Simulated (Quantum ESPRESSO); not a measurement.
# O on top sites of TaN(001): a series in the coverage, part 8 of 10

What law, if any, do the results for O on top sites of TaN(001) follow against the coverage?

Quantum ESPRESSO 7.5; plane-wave DFT, PBE, GBRV ultrasoft pseudopotentials.

So far. Step 7 (Relaxing the ions, 0.1667 ML): The relaxation lowers the energy by 127 meV an atom. On the free atoms the largest force ends at 0.027 eV/Å. Step 8 (Ground state, 0.1667 ML): Inside the slab this potential holds the local part of the pseudopotentials, which can be repulsive at the nuclei; only its value in the vacuum has a meaning of its own.

## 9. Relaxing the ions, 0.75 ML

System of this step: TaN(001), 3 layers, 4 sites a cell, 3 O on top sites. The cell holds 27 atoms: 12 Ta, 12 N and 3 O. Its edges and angles: a = 6.242 Å, b = 6.242 Å, c = 20.778 Å, α = 90.0°, β = 90.0°, γ = 90.0°. It derives from TaN. Vacuum lies along c.

File m6.relax.in:

```
&control
  prefix = 'm6.relax'
  outdir = './out'
  pseudo_dir = './pseudo'
  nstep = 70
  forc_conv_thr = 0.0015
  calculation = 'relax'
/
&system
  ibrav = 0
  nat = 27
  ntyp = 3
  ecutwfc = 40
  ecutrho = 200
  occupations = 'smearing'
  smearing = 'mv'
  degauss = 0.02
/
&electrons
  conv_thr = 1e-07
  mixing_beta = 0.3
  electron_maxstep = 120
  mixing_mode = 'local-TF'
/
&ions
/
ATOMIC_SPECIES
  Ta  180.9479  ta_pbe_v1.uspp.F.UPF
  N   14.0070  n_pbe_v1.2.uspp.F.UPF
  O   15.9990  o_pbe_v1.2.uspp.F.UPF
CELL_PARAMETERS angstrom
  6.24155385400000 0.00000000000000 0.00000000000000
  0.00000000000000 6.24155385400000 0.00000000000000
  0.00000000000000 0.00000000000000 20.77821867446154
ATOMIC_POSITIONS crystal
  Ta  0.000000000000 0.500000000000 0.336862367661 0 0 0
  Ta  0.500000000000 0.000000000000 0.336862367661 0 0 0
  Ta  0.500000000000 0.500000000000 0.336862367661 0 0 0
  Ta  0.000000000000 0.000000000000 0.336862367661 0 0 0
  N   0.250000000000 0.750000000000 0.336862367661 0 0 0
  N   0.750000000000 0.250000000000 0.336862367661 0 0 0
  N   0.750000000000 0.750000000000 0.336862367661 0 0 0
  N   0.250000000000 0.250000000000 0.336862367661 0 0 0
  Ta  0.250000000000 0.750000000000 0.443214629451 0 0 0
  Ta  0.750000000000 0.250000000000 0.443214629451 0 0 0
  Ta  0.750000000000 0.750000000000 0.443214629451 0 0 0
  Ta  0.250000000000 0.250000000000 0.443214629451 0 0 0
  N   0.000000000000 0.500000000000 0.443214629451 0 0 0
  N   0.500000000000 0.000000000000 0.443214629451 0 0 0
  N   0.500000000000 0.500000000000 0.443214629451 0 0 0
  N   0.000000000000 0.000000000000 0.443214629451 0 0 0
  Ta  0.000000000000 0.500000000000 0.549566891242
  Ta  0.500000000000 0.000000000000 0.549566891242
  Ta  0.500000000000 0.500000000000 0.549566891242
  Ta  0.000000000000 0.000000000000 0.549566891242
  N   0.250000000000 0.750000000000 0.549566891242
  N   0.750000000000 0.250000000000 0.549566891242
  N   0.750000000000 0.750000000000 0.549566891242
  N   0.250000000000 0.250000000000 0.549566891242
  O   0.000000000000 0.500000000000 0.663137632339
  O   0.500000000000 0.000000000000 0.663137632339
  O   0.500000000000 0.500000000000 0.663137632339
K_POINTS automatic
  4 4 1 0 0 0
```

Launch:

```bash
> OMP_NUM_THREADS=1 mpirun -n 16 pw.x -nk 1 -in m6.relax.in > m6.relax.out
```

Output:

```text
[banner, memory and clock lines left out]
Program PWSCF v.7.5 starts
[...]
Message from routine setup:
[...]
number of electrons       =       234.00
     number of Kohn-Sham states=          140
     kinetic-energy cutoff     =      40.0000  Ry
     charge density cutoff     =     200.0000  Ry
[...]
number of k points=     6  Marzari-Vanderbilt smearing, width (Ry)=  0.0200
[...]
Dense  grid:   261025 G-vectors     FFT dimensions: (  54,  54, 180)
[...]
negative rho (up, down):  1.145E+00 0.000E+00
     Starting wfcs are  216 randomized atomic wfcs
[...]
negative rho (up, down):  1.146E+00 0.000E+00
[...]
estimated scf accuracy    <      17.36485049 Ry
[...]
negative rho (up, down):  1.222E+00 0.000E+00
[...]
estimated scf accuracy    <       9.06133499 Ry
[...]
negative rho (up, down):  1.194E+00 0.000E+00
[...]
estimated scf accuracy    <      38.54528111 Ry
[...]
negative rho (up, down):  1.196E+00 0.000E+00
[...]
estimated scf accuracy    <       3.28523293 Ry
[...]
negative rho (up, down):  1.216E+00 0.000E+00
[...]
estimated scf accuracy    <       2.30004236 Ry
[...]
negative rho (up, down):  1.228E+00 0.000E+00
[...]
estimated scf accuracy    <       4.27454812 Ry
[...]
negative rho (up, down):  1.238E+00 0.000E+00
[...]
estimated scf accuracy    <       2.29718022 Ry
[...]
negative rho (up, down):  1.239E+00 0.000E+00
[...]
estimated scf accuracy    <       0.23486576 Ry
[...]
negative rho (up, down):  1.240E+00 0.000E+00
[...]
estimated scf accuracy    <       0.03873602 Ry
[...]
negative rho (up, down):  1.224E+00 0.000E+00
[...]
estimated scf accuracy    <       0.03519620 Ry
[...]
negative rho (up, down):  1.222E+00 0.000E+00
[...]
estimated scf accuracy    <       0.27165981 Ry
[...]
negative rho (up, down):  1.210E+00 0.000E+00
[...]
estimated scf accuracy    <       0.00903462 Ry
[...]
negative rho (up, down):  1.200E+00 0.000E+00
[...]
estimated scf accuracy    <       0.07531050 Ry
[...]
negative rho (up, down):  1.200E+00 0.000E+00
[...]
estimated scf accuracy    <       0.03010190 Ry
[...]
negative rho (up, down):  1.198E+00 0.000E+00
[...]
estimated scf accuracy    <       0.00144683 Ry
[...]
negative rho (up, down):  1.198E+00 0.000E+00
[...]
estimated scf accuracy    <       0.00016220 Ry
[...]
negative rho (up, down):  1.198E+00 0.000E+00
[...]
estimated scf accuracy    <       0.00025789 Ry
[...]
negative rho (up, down):  1.199E+00 0.000E+00
[...]
estimated scf accuracy    <       0.00008378 Ry
[...]
negative rho (up, down):  1.199E+00 0.000E+00
[...]
estimated scf accuracy    <       0.00006526 Ry
[...]
negative rho (up, down):  1.200E+00 0.000E+00
[...]
estimated scf accuracy    <       0.00004158 Ry
[...]
negative rho (up, down):  1.200E+00 0.000E+00
[...]
estimated scf accuracy    <       0.00001016 Ry
[...]
negative rho (up, down):  1.200E+00 0.000E+00
[...]
estimated scf accuracy    <       0.00000255 Ry
[...]
negative rho (up, down):  1.200E+00 0.000E+00
[...]
estimated scf accuracy    <       0.00000136 Ry
[...]
negative rho (up, down):  1.200E+00 0.000E+00
[...]
estimated scf accuracy    <       0.00000038 Ry
[...]
negative rho (up, down):  1.200E+00 0.000E+00
[...]
the Fermi energy is     3.0966 ev
!    total energy              =   -2041.65731473 Ry
     estimated scf accuracy    <       0.00000006 Ry
     smearing contrib. (-TS)   =      -0.00942786 Ry
     internal energy E=F+TS    =   -2041.64788687 Ry
[...]
one-electron contribution =  -13562.91573158 Ry
     hartree contribution      =    6792.78647887 Ry
     xc contribution           =    -592.03496277 Ry
     ewald contribution        =    5320.51632861 Ry
     convergence has been achieved in  25 iterations
     negative rho (up, down):  1.200E+00 0.000E+00
[...]
Total force =     0.527984     Total SCF correction =     0.000478
[...]
negative rho (up, down):  1.195E+00 0.000E+00
[...]
negative rho (up, down):  1.195E+00 0.000E+00
[...]
estimated scf accuracy    <       0.42021862 Ry
[...]
negative rho (up, down):  1.196E+00 0.000E+00
[...]
estimated scf accuracy    <       0.01607328 Ry
[...]
negative rho (up, down):  1.196E+00 0.000E+00
[...]
estimated scf accuracy    <       0.01288857 Ry
[...]
negative rho (up, down):  1.198E+00 0.000E+00
[...]
estimated scf accuracy    <       0.00885216 Ry
[...]
negative rho (up, down):  1.198E+00 0.000E+00
[...]
estimated scf accuracy    <       0.00064692 Ry
[...]
negative rho (up, down):  1.197E+00 0.000E+00
[...]
estimated scf accuracy    <       0.00064851 Ry
[...]
negative rho (up, down):  1.197E+00 0.000E+00
[...]
estimated scf accuracy    <       0.00030383 Ry
[...]
negative rho (up, down):  1.197E+00 0.000E+00
[...]
estimated scf accuracy    <       0.00098263 Ry
[...]
negative rho (up, down):  1.197E+00 0.000E+00
[...]
estimated scf accuracy    <       0.00022574 Ry
[...]
negative rho (up, down):  1.197E+00 0.000E+00
[...]
estimated scf accuracy    <       0.00022899 Ry
[...]
negative rho (up, down):  1.198E+00 0.000E+00
[...]
estimated scf accuracy    <       0.00002158 Ry
[...]
negative rho (up, down):  1.198E+00 0.000E+00
[...]
estimated scf accuracy    <       0.00000593 Ry
[...]
negative rho (up, down):  1.198E+00 0.000E+00
[...]
estimated scf accuracy    <       0.00000131 Ry
[...]
negative rho (up, down):  1.198E+00 0.000E+00
[...]
estimated scf accuracy    <       0.00000044 Ry
[...]
negative rho (up, down):  1.199E+00 0.000E+00
[...]
estimated scf accuracy    <       0.00000027 Ry
[...]
negative rho (up, down):  1.199E+00 0.000E+00
[...]
the Fermi energy is     3.1428 ev
!    total energy              =   -2041.97880304 Ry
     estimated scf accuracy    <       0.00000008 Ry
     smearing contrib. (-TS)   =      -0.00288639 Ry
     internal energy E=F+TS    =   -2041.97591665 Ry
[...]
one-electron contribution =  -13517.22631997 Ry
     hartree contribution      =    6770.70757618 Ry
     xc contribution           =    -592.15540085 Ry
     ewald contribution        =    5296.69822798 Ry
     convergence has been achieved in  16 iterations
     negative rho (up, down):  1.199E+00 0.000E+00
[...]
Total force =     0.689381     Total SCF correction =     0.000872
[...]
negative rho (up, down):  1.195E+00 0.000E+00
[...]
estimated scf accuracy    <       0.00000037 Ry
[...]
negative rho (up, down):  1.195E+00 0.000E+00
[...]
estimated scf accuracy    <       0.00000038 Ry
[...]
negative rho (up, down):  1.195E+00 0.000E+00
[...]
the Fermi energy is     3.3849 ev
!    total energy              =   -2042.37943126 Ry
     estimated scf accuracy    <       0.00000004 Ry
     smearing contrib. (-TS)   =      -0.00393356 Ry
     internal energy E=F+TS    =   -2042.37549769 Ry
[...]
one-electron contribution =  -13475.65298133 Ry
     hartree contribution      =    6751.74024812 Ry
     xc contribution           =    -592.56607608 Ry
     ewald contribution        =    5274.10331160 Ry
     convergence has been achieved in  19 iterations
     negative rho (up, down):  1.195E+00 0.000E+00
[...]
Total force =     0.558407     Total SCF correction =     0.000857
[...]
negative rho (up, down):  1.186E+00 0.000E+00
[...]
negative rho (up, down):  1.187E+00 0.000E+00
[...]
estimated scf accuracy    <       0.29981405 Ry
[...]
negative rho (up, down):  1.192E+00 0.000E+00
[...]
estimated scf accuracy    <       0.22981259 Ry
[...]
negative rho (up, down):  1.188E+00 0.000E+00
[...]
estimated scf accuracy    <       0.12616112 Ry
[...]
negative rho (up, down):  1.188E+00 0.000E+00
[...]
estimated scf accuracy    <       0.03700209 Ry
[...]
negative rho (up, down):  1.184E+00 0.000E+00
[...]
estimated scf accuracy    <       0.02113486 Ry
[...]
negative rho (up, down):  1.183E+00 0.000E+00
[...]
estimated scf accuracy    <       0.01191430 Ry
[...]
negative rho (up, down):  1.187E+00 0.000E+00
[...]
estimated scf accuracy    <       0.00394505 Ry
[...]
negative rho (up, down):  1.187E+00 0.000E+00
[...]
estimated scf accuracy    <       0.00256525 Ry
[...]
negative rho (up, down):  1.187E+00 0.000E+00
[...]
estimated scf accuracy    <       0.00148661 Ry
[...]
negative rho (up, down):  1.189E+00 0.000E+00
[...]
estimated scf accuracy    <       0.00305258 Ry
[...]
negative rho (up, down):  1.190E+00 0.000E+00
[...]
estimated scf accuracy    <       0.00023629 Ry
[...]
negative rho (up, down):  1.189E+00 0.000E+00
[...]
estimated scf accuracy    <       0.00128059 Ry
[...]
negative rho (up, down):  1.189E+00 0.000E+00
[...]
estimated scf accuracy    <       0.00023262 Ry
[...]
negative rho (up, down):  1.189E+00 0.000E+00
[...]
estimated scf accuracy    <       0.00002427 Ry
[...]
negative rho (up, down):  1.189E+00 0.000E+00
[...]
estimated scf accuracy    <       0.00009172 Ry
[...]
negative rho (up, down):  1.189E+00 0.000E+00
[...]
estimated scf accuracy    <       0.00001000 Ry
[...]
negative rho (up, down):  1.189E+00 0.000E+00
[...]
estimated scf accuracy    <       0.00000192 Ry
[...]
negative rho (up, down):  1.189E+00 0.000E+00
[...]
the Fermi energy is     4.1500 ev
!    total energy              =   -2042.17062037 Ry
     estimated scf accuracy    <       0.00000009 Ry
     smearing contrib. (-TS)   =      -0.00427176 Ry
     internal energy E=F+TS    =   -2042.16634861 Ry
[...]
one-electron contribution =  -13431.46859079 Ry
     hartree contribution      =    6734.71492093 Ry
     xc contribution           =    -593.89674041 Ry
     ewald contribution        =    5248.48406166 Ry
     convergence has been achieved in  18 iterations
     negative rho (up, down):  1.189E+00 0.000E+00
[...]
Total force =     1.792580     Total SCF correction =     0.000302
[...]
negative rho (up, down):  1.191E+00 0.000E+00
[...]
negative rho (up, down):  1.193E+00 0.000E+00
[...]
estimated scf accuracy    <       0.23601950 Ry
[...]
negative rho (up, down):  1.223E+00 0.000E+00
[...]
estimated scf accuracy    <       0.17134454 Ry
[...]
negative rho (up, down):  1.225E+00 0.000E+00
[...]
estimated scf accuracy    <       0.05246610 Ry
[...]
negative rho (up, down):  1.245E+00 0.000E+00
[...]
estimated scf accuracy    <       0.03344933 Ry
[...]
negative rho (up, down):  1.245E+00 0.000E+00
[...]
estimated scf accuracy    <       0.04685557 Ry
[...]
negative rho (up, down):  1.234E+00 0.000E+00
[...]
estimated scf accuracy    <       0.02773219 Ry
[...]
negative rho (up, down):  1.230E+00 0.000E+00
[...]
estimated scf accuracy    <       0.01100117 Ry
[...]
negative rho (up, down):  1.216E+00 0.000E+00
[...]
estimated scf accuracy    <       0.00503503 Ry
[...]
negative rho (up, down):  1.211E+00 0.000E+00
[...]
estimated scf accuracy    <       0.01966440 Ry
[...]
negative rho (up, down):  1.200E+00 0.000E+00
[...]
estimated scf accuracy    <       0.01285596 Ry
[...]
negative rho (up, down):  1.196E+00 0.000E+00
[...]
estimated scf accuracy    <       0.00028215 Ry
[...]
negative rho (up, down):  1.191E+00 0.000E+00
[...]
estimated scf accuracy    <       0.00017065 Ry
[...]
negative rho (up, down):  1.191E+00 0.000E+00
[...]
estimated scf accuracy    <       0.00005960 Ry
[...]
negative rho (up, down):  1.190E+00 0.000E+00
[...]
estimated scf accuracy    <       0.00002448 Ry
[...]
negative rho (up, down):  1.190E+00 0.000E+00
[...]
estimated scf accuracy    <       0.00004908 Ry
[...]
negative rho (up, down):  1.190E+00 0.000E+00
[...]
estimated scf accuracy    <       0.00000368 Ry
[...]
negative rho (up, down):  1.190E+00 0.000E+00
[...]
estimated scf accuracy    <       0.00000242 Ry
[...]
negative rho (up, down):  1.190E+00 0.000E+00
[...]
estimated scf accuracy    <       0.00000039 Ry
[...]
negative rho (up, down):  1.190E+00 0.000E+00
[...]
the Fermi energy is     3.7058 ev
!    total energy              =   -2042.52312861 Ry
     estimated scf accuracy    <          9.3E-09 Ry
     smearing contrib. (-TS)   =      -0.00419995 Ry
     internal energy E=F+TS    =   -2042.51892866 Ry
[...]
one-electron contribution =  -13263.14073056 Ry
     hartree contribution      =    6647.52202709 Ry
     xc contribution           =    -592.88936006 Ry
     ewald contribution        =    5165.98913487 Ry
     convergence has been achieved in  15 iterations
     negative rho (up, down):  1.195E+00 0.000E+00
[...]
Total force =     0.027066     Total SCF correction =     0.000209
[...]
negative rho (up, down):  1.193E+00 0.000E+00
[...]
negative rho (up, down):  1.193E+00 0.000E+00
[...]
estimated scf accuracy    <       0.00197874 Ry
[...]
negative rho (up, down):  1.194E+00 0.000E+00
[...]
estimated scf accuracy    <       0.00086013 Ry
[...]
negative rho (up, down):  1.194E+00 0.000E+00
[...]
estimated scf accuracy    <       0.00013350 Ry
[...]
negative rho (up, down):  1.194E+00 0.000E+00
[...]
estimated scf accuracy    <       0.00009872 Ry
[...]
negative rho (up, down):  1.194E+00 0.000E+00
[...]
estimated scf accuracy    <       0.00001712 Ry
[...]
negative rho (up, down):  1.194E+00 0.000E+00
[...]
estimated scf accuracy    <       0.00001166 Ry
[...]
negative rho (up, down):  1.194E+00 0.000E+00
[...]
estimated scf accuracy    <       0.00001504 Ry
[...]
negative rho (up, down):  1.194E+00 0.000E+00
[...]
estimated scf accuracy    <       0.00001526 Ry
[...]
negative rho (up, down):  1.194E+00 0.000E+00
[...]
estimated scf accuracy    <       0.00000501 Ry
[...]
negative rho (up, down):  1.194E+00 0.000E+00
[...]
estimated scf accuracy    <       0.00000012 Ry
[...]
negative rho (up, down):  1.194E+00 0.000E+00
[...]
estimated scf accuracy    <       0.00000010 Ry
[...]
negative rho (up, down):  1.194E+00 0.000E+00
[...]
estimated scf accuracy    <       0.00000002 Ry
[...]
negative rho (up, down):  1.194E+00 0.000E+00
[...]
```

It took 19 min on 16 MPI ranks of Arm Neoverse V2, shared host; peak memory 3.3 GiB.

The steps of the relaxation:

```csv
step,energy less that of the first step (eV),largest force (eV/Å)
1,0.0000,6.1283
2,-4.3741,7.8325
3,-9.8249,6.7144
4,-6.9839,20.8393
5,-11.3963,2.5504
6,-11.5475,2.2660
7,-11.6411,0.6846
8,-11.6862,0.6276
9,-11.7181,0.7973
10,-11.7450,0.8380
11,-11.7800,0.4689
12,-11.7928,0.2197
13,-11.7990,0.1626
14,-11.8031,0.1752
15,-11.8046,0.0955
16,-11.8050,0.0318
```

The atoms that moved most (Å):

```csv
atom,dx,dy,dz,length
Ta18,0.000,0.000,0.509,0.509
Ta17,0.000,0.000,0.509,0.509
Ta19,0.000,0.000,0.479,0.479
O27,0.000,0.000,-0.158,0.158
Ta20,0.000,0.000,-0.145,0.145
O25,0.000,0.000,-0.130,0.130
O26,0.000,0.000,-0.130,0.130
N24,0.008,0.008,0.033,0.034
```

The relaxation lowers the energy by 437 meV an atom. On the free atoms the largest force ends at 0.032 eV/Å.

Read from the output:

```
free energy  : -27789.9679 eV
Fermi energy : 3.7 eV
```

(Continued in part 9 of 10.)

[Logs are printed without paths, hosts, clocks, repeated set-up lines and the standing remarks that a program may print on its own settings, such as how far it seeks lower states.]

[Hosts, paths, dates, database ids (printed as entryN), source tags and the programs' standing remarks are cut or masked in the printed files.]

[Maps of the electrostatic potential energy from Ansatz leave out the sawtooth potential of an applied field or a dipole correction, so their vacuum need not be flat; planar profiles and work functions include it.]
